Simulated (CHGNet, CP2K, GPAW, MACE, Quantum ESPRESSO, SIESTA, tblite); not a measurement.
**How far do other methods lie from plane waves? TiSi2(101) slab (72 atoms)**

One geometry of TiSi2(101) slab (72 atoms) is solved by several programs and methods. How far do their forces lie from a plane-wave PBE run?

Results are calculated, not measured.

The database entry behind the starting cell is an old determination (1939), so it need not match the best structure at ambient conditions.

## Step 1: The structure

The cell holds 72 atoms (24 Ti and 48 Si), with edges of 8.24, 9.77 and 24.41 Å. Recipe: Fddd (COD entry) TiSi2 (cell 4.773, 8.236, 8.523, 90, 90, 90), (101) slab of 3 repeat layers, 1 x 1 surface cells, 14 Å of vacuum; atoms within 3.5 Å of the bottom held; every coordinate displaced by a Gaussian of 0.03 Å. Then every atom was moved at random, 0.02 Å r.m.s. a Cartesian component.

## Step 2: The reference input

Quantum ESPRESSO 7.5: Kohn-Sham DFT, PBE, SSSP efficiency 1.3.0 pseudopotentials, plane waves. Its input, pw.in:

```
&control
  calculation = 'scf'
  pseudo_dir = './pseudo'
  outdir = './tmp'
  disk_io = 'none'
  tprnfor = .true.
/
&system
  ibrav = 0
  nat = 72
  ntyp = 2
  ecutwfc = 45
  ecutrho = 360
  nosym = .true.
  occupations = 'smearing'
  smearing = 'fd'
  degauss = 0.003675
/
&electrons
  conv_thr = 3.6e-07
  electron_maxstep = 100
  mixing_beta = 0.2
  mixing_mode = 'local-TF'
  diagonalization = 'david'
/
ATOMIC_SPECIES
Ti 47.867 Ti.upf
Si 28.085 Si.upf
CELL_PARAMETERS angstrom
8.23600 0.00000 0.00000
0.00000 9.76847 0.00000
0.00000 0.00000 24.41112
ATOMIC_POSITIONS crystal
Ti 0.24865 0.24789 0.28650
Ti 0.74907 0.13061 0.36988
Ti 0.25239 0.75367 0.28632
Ti 0.74654 0.63451 0.37108
[... 66 atom lines left out ...]
Si 0.15806 0.52464 0.62520
Si 0.33612 0.41229 0.71357
K_POINTS gamma
```

```console
$ OMP_NUM_THREADS=1 mpirun -np 4 pw.x -in pw.in > output.txt
```

The job ended after 5.7 min (4 MPI ranks of Arm Neoverse V2, shared host; peak memory 5.1 GiB; 23 min of CPU time).

It converged with an r.m.s. force component of 0.47 eV/Å.

## Step 3: What was run beside it

- CHGNet: machine-learned potential, published weights.
- CP2K 2026.2: Gaussian basis with GTH pseudopotentials and a plane-wave density; labels give functional, basis (MOLOPT sets; SR short-range, UZH the newer set with its own potentials), grid cutoff/relative cutoff and solver (OT: orbital transformation; TRS4, TC2, SIGN: linear-scaling purification with its sparsity filter), or its built-in tight binding.
- GPAW 26.7.0: PAW with atomic orbitals (LCAO), plane waves or a real-space grid of spacing h.
- MACE: machine-learned potential, published weights.
- SIESTA 5.4.2: numerical atomic orbitals, whose automatically made sets are far from complete, with PseudoDojo norm-conserving potentials that we converted to its format (checked against plane waves on the same files for H, C, O, Si, Ge and Ca alone); labels give functional, basis size, energy shift and mesh cutoff.

All use the same cell and atoms, and the electronic-structure runs the same k-mesh.

## Step 4: Side by side

Differences are against the reference: forces as r.m.s. over components, share as that over the reference's r.m.s. force, slope as the fitted ratio of a run's forces to the reference's.

```tsv
run	Δ force, r.m.s. (meV/Å)	share (%)	slope	cores	CPU time	memory (GiB)
reference	-	-	-	4	23 min	5.1
CHGNet r2SCAN potential	364	77.6	0.280	1	3.4 s	1.1
CP2K PBE, DZVP-MOLOPT-SR, 800/50 Ry, diagonalisation	24.9	5.31	0.998	4	14 min	10
CP2K PBE, SZV-MOLOPT-SR, 800/50 Ry, diagonalisation (coarse)	344	73.4	1.067	2	9 min	8.7
GPAW PBE, LCAO dzp, h 0.2 Å, other mixer settings	44.9	9.57	1.046	1	14 min	1.9
GPAW PBE, LCAO sz(dzp), h 0.2 Å (coarse)	379	80.7	1.138	1	3.2 min	1.6
MACE MP-0b2 small potential	216	45.9	0.746	1	6.4 s	0.66
MACE MPA-0 medium potential	244	52.0	0.735	1	7.1 s	0.94
SIESTA PBE, DZP, shift 0.01 Ry, mesh 200 Ry	37.6	8.02	0.995	2	4.9 min	1.2
SIESTA PBE, DZP, shift 0.01 Ry, mesh 500 Ry	37.2	7.93	0.996	2	19 min	3.5
SIESTA PBE, SZ, shift 0.01 Ry, mesh 500 Ry (coarse)	445	94.8	1.139	1	4.4 min	1.6
SIESTA PBE, TZP, shift 0.01 Ry, mesh 500 Ry	40.7	8.68	0.984	2	25 min	4.0
SIESTA PBEsol, DZP, shift 0.01 Ry, mesh 500 Ry	66.3	14.1	0.964	2	18 min	3.4
```

Rows marked coarse were listed beforehand as settings not expected to be converged; some can still land near the reference.

Times of the machine-learned potentials are mostly Python's start and the loading of weights.

Runs without a result: tblite GFN1-xTB (not converged); GPAW PBE, LCAO dzp, h 0.2 Å (cut off at its time limit).

At other geometries of this session 3 more runs gave no result.

CPU time is summed over cores on shared hosts, so it is rough.

## Step 5: What came out

Forces lie from 5.3 % (CP2K PBE, DZVP-MOLOPT-SR, 800/50 Ry, diagonalisation) to 95 % (SIESTA PBE, SZ, shift 0.01 Ry, mesh 500 Ry, coarse) of the reference's r.m.s. force of 0.47 eV/Å away from it. The PBE runs in local orbitals, coarse settings apart, differ by 5.3 % (CP2K PBE, DZVP-MOLOPT-SR, 800/50 Ry, diagonalisation) to 9.6 % (GPAW PBE, LCAO dzp, h 0.2 Å, other mixer settings); basis, grid and potentials can all enter. Machine-learned potentials differ by 46 % (MACE MP-0b2 small potential) to 78 % (CHGNet r2SCAN potential); they were trained on other programs' data, some at another functional. Among those trained on PBE data the slope goes as low as 0.73, with a correlation of 0.85, so directions differ as well as sizes. Rows with another functional or a dispersion term differ by 14 % (SIESTA PBEsol, DZP, shift 0.01 Ry, mesh 500 Ry), which mixes the change of model with differences of basis and potentials.

Runs with settings chosen to be coarse differ by 73 % (CP2K PBE, SZV-MOLOPT-SR, 800/50 Ry, diagonalisation) to 95 % (SIESTA PBE, SZ, shift 0.01 Ry, mesh 500 Ry), their programs' other errors included. From SIESTA PBE, DZP, shift 0.01 Ry, mesh 200 Ry to the finer SIESTA PBE, DZP, shift 0.01 Ry, mesh 500 Ry the share goes from 8.02 to 7.93 %, so the grid isn't what parts these runs from the reference.

**Limits.** Machine-learned potentials mimic data converged in k, so the reference's own k-point error enters their differences. The electronic-structure runs sample only Γ, in a cell whose shortest periodic width is 8 Å, which is coarse for a cell with partly filled levels. The slab repeats along its normal with no dipole correction. The reference has no spin polarisation, so local moments can't form. Where levels are smeared, the DFT runs use Fermi–Dirac occupations at 580 K (0.05 eV), and energies are free energies. The atoms were displaced at random, and shares hang on the size of the forces that this gives. The reference's cutoffs and mesh weren't converged further here.

[Logs are printed without paths, hosts, clocks, repeated set-up lines and the standing remarks that a program may print on its own settings, such as how far it seeks lower states.]

[Hosts, paths, dates, database ids (printed as entryN), source tags and the programs' standing remarks are cut or masked in the printed files.]

[Cells were taken only where this reference lay near another plane-wave run.]
